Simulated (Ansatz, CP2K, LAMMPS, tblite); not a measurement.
**Other levels on aqueous Zn2+ and Br-, 2.1 mol of salt per kg of water at 300 K (81 atoms)**

Density of this cell: 1.38 g/cm³. The cell holds 81 atoms: 26 O, 52 H, 1 Zn and 2 Br. Cell: a = 9.404 Å, b = 9.404 Å, c = 9.404 Å, α = 90.0°, β = 90.0°, γ = 90.0°. 26 H2O, 1 Zn2+, 2 Br- placed at random, at 1.39 g/cm³; overlaps pushed apart, then 10 ps at 420 K with divalent ions of Li, Roberts, Chakravorty and Merz (J. Chem. Theory Comput. 9, 2733 (2013)); Joung-Cheatham ions (J. Phys. Chem. B 112, 9020 (2008)); SPC/E water (Berendsen, Grigera and Straatsma, J. Phys. Chem. 91, 6269 (1987)); charges of ions scaled by 0.85. Snapshot after 20 ps at 300 K and fixed volume.

Geometry: as built.

The reference, a calculation:

* method: Kohn-Sham DFT, PBE, PAW, plane waves (Ansatz 0.2.0); cutoff 420 eV, Γ point, fermi-dirac smearing of 0.05 eV; PAW set soft_2
* r.m.s. force component: 0.597 eV/Å
* longest force: 2.723 eV/Å
* pressure: -0.4336 GPa
* gap (highest filled to lowest empty level): 3.841 eV
* SCF cycles: 9
* time: 8.8 s on 4 threads of Arm Neoverse V1, shared host
* CPU time: 22 s

**Question.** The same geometry is run in other programs. How far does each lie from the reference, and what does it cost?
- CP2K PBE, SZV-MOLOPT-SR, 800/50 Ry, OT CG (CP2K 2026.2; 2 threads)
- CP2K GFN1-xTB, OT DIIS (CP2K 2026.2; 1 thread)
- CP2K PBE, DZVP-UZH, 400/50 Ry, OT CG (CP2K 2026.2; 4 MPI ranks)
- CP2K PBE, DZVP-UZH, 800/50 Ry, OT CG (CP2K 2026.2; 4 MPI ranks)
- CP2K PBE, DZVP-MOLOPT-SR, 800/50 Ry, OT CG (CP2K 2026.2; 4 MPI ranks)

Differences are against the plane-wave reference, forces as r.m.s. over components; share is that over the reference's r.m.s. force, slope the least-squares factor from reference forces to these. Total energies of different programs have different zeros and aren't compared.

```tsv
run	Δ force, r.m.s. (meV/Å)	share (%)	slope	Δ pressure (GPa)	Δ gap (eV)	cores	CPU time	memory (GiB)
reference	-	-	-	-	-	4	22 s	0.86
CP2K PBE, SZV-MOLOPT-SR, 800/50 Ry, OT CG (coarse)	1692	283	-0.733	8.90	2.66	2	5.4 min	1.5
CP2K GFN1-xTB, OT DIIS	357	59.9	1.020	-5.06	-	1	2.9 s	0.3
CP2K PBE, DZVP-UZH, 400/50 Ry, OT CG (coarse)	132	22.1	0.889	0.897	0.144	4	7.3 min	1.6
CP2K PBE, DZVP-UZH, 800/50 Ry, OT CG	120	20.1	0.895	0.867	0.144	4	11 min	2.6
CP2K PBE, DZVP-MOLOPT-SR, 800/50 Ry, OT CG	38.4	6.43	0.999	0.183	1.65	4	9.9 min	2.5
```

Rows marked coarse were listed beforehand as settings not expected to be converged; some can still land near the reference.

CPU time is summed over cores on a shared host, where runs went side by side, so it is rough. Symmetry, cutoffs, thresholds, outputs and thread counts weren't matched or tuned between programs; memory under MPI is the largest rank's times the ranks.

The PBE runs in local orbitals, coarse settings apart, differ by 6.4 % (CP2K PBE, DZVP-MOLOPT-SR, 800/50 Ry, OT CG) to 20 % (CP2K PBE, DZVP-UZH, 800/50 Ry, OT CG); basis, grid and potentials can all enter. Tight binding differs by 60 % (CP2K GFN1-xTB, OT DIIS); it is another model, with fitted parameters of its own, and the xTB methods hold dispersion. Runs with settings chosen to be coarse differ by 22 % (CP2K PBE, DZVP-UZH, 400/50 Ry, OT CG) to 283 % (CP2K PBE, SZV-MOLOPT-SR, 800/50 Ry, OT CG), their programs' other errors included. One electronic-structure run takes under half the reference's CPU time: CP2K GFN1-xTB, OT DIIS, at 60 % in 2.9 s against 22 s; its pressure misses by -5.1 GPa. Periodic xTB results under one method name differ between programs and library versions. With short bonds to hydrogen, sets of potentials differ among themselves by several per cent in forces even at converged cutoffs, so the reference isn't exact here either. The network of contacts between molecules at the start is that of the classical potential that made the cell, and needn't be the one that DFT or experiment would give. The electronic-structure runs sample only Γ, in a cell whose shortest periodic width is 9 Å.

[Logs are printed without paths, hosts, clocks, repeated set-up lines and the standing remarks that a program may print on its own settings, such as how far it seeks lower states.]

[Hosts, paths, dates, database ids (printed as entryN), source tags and the programs' standing remarks are cut or masked in the printed files.]
